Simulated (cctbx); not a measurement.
**LiTlF4: precision against data quality**

Space group I4/mcm (no. 140), a = 5.7280 Å, b = 5.7280 Å, c = 10.5610 Å, α = 90.00°, β = 90.00°, γ = 90.00°.

| atom | mult. | x | y | z | Ueq (Å²) |
| --- | --- | --- | --- | --- | --- |
| Tl1 | 4 | 0 | 1/2 | 0 | 0.0078 |
| F1 | 16 | 0.3122 | 0.1878 | 0.3618 | 0.0127 |
| Li1 | 4 | 0 | 0 | 1/4 | 0.0150 |

The model is made up (kin elements in a known structure type, no relaxation), so it says nothing on whether the phase exists.

Five simulated data sets (cctbx; Ag Kα, λ = 0.56087 Å; 3 % proportional error) differ in resolution or exposure (noise floor 2 counts in the first three, 8 in the last two). Each is refined with the right model, isotropic at 1.1 Å and anisotropic otherwise. How do the figures of merit and the uncertainties move?

| d min (Å) | top counts | ⟨I/σ⟩ (unmerged, absences included) | unique | param. (scale apart) | Rint | R1 | GooF | largest s.u. xyz (fractional) | s.u. U of Li1 (Å²) | largest error (Å) |
| --- | --- | --- | --- | --- | --- | --- | --- | --- | --- | --- |
| 1.1 | 70000 | 11.4 | 44 | 5 | 0.020 | 0.0090 | 2.18 | 0.00046 | 0.0121 | 0.0152 |
| 0.84 | 70000 | 10.2 | 95 | 11 | 0.022 | 0.0072 | 0.95 | 0.00011 | 0.0044 | 0.0015 |
| 0.6 | 70000 | 9.2 | 243 | 11 | 0.022 | 0.0068 | 0.98 | 0.00008 | 0.0018 | 0.0009 |
| 0.75 | 300 | 1.7 | 125 | 11 | 0.145 | 0.0278 | 0.89 | 0.00182 | 0.0176 | 0.0252 |
| 0.75 | 3000 | 5.2 | 125 | 11 | 0.038 | 0.0106 | 0.90 | 0.00056 | 0.0048 | 0.0051 |

GooF reaches 2.18 where the model lacks something that the data hold (anisotropy at the isotropic level, for one). The s.u. of U for Li1 goes 0.0121, 0.0044, 0.0018 Å² with resolution and 0.0176, 0.0048 Å² with exposure.

The 1.1 Å row also differs in its displacement model, so it isn't a clean test of resolution.

Hardware for the 0.6 Å refinement: 2.2 s on 1 thread of AMD EPYC 7R43 64-Core Processor (Zen 3), on a shared host, peak memory 0.08 GiB.
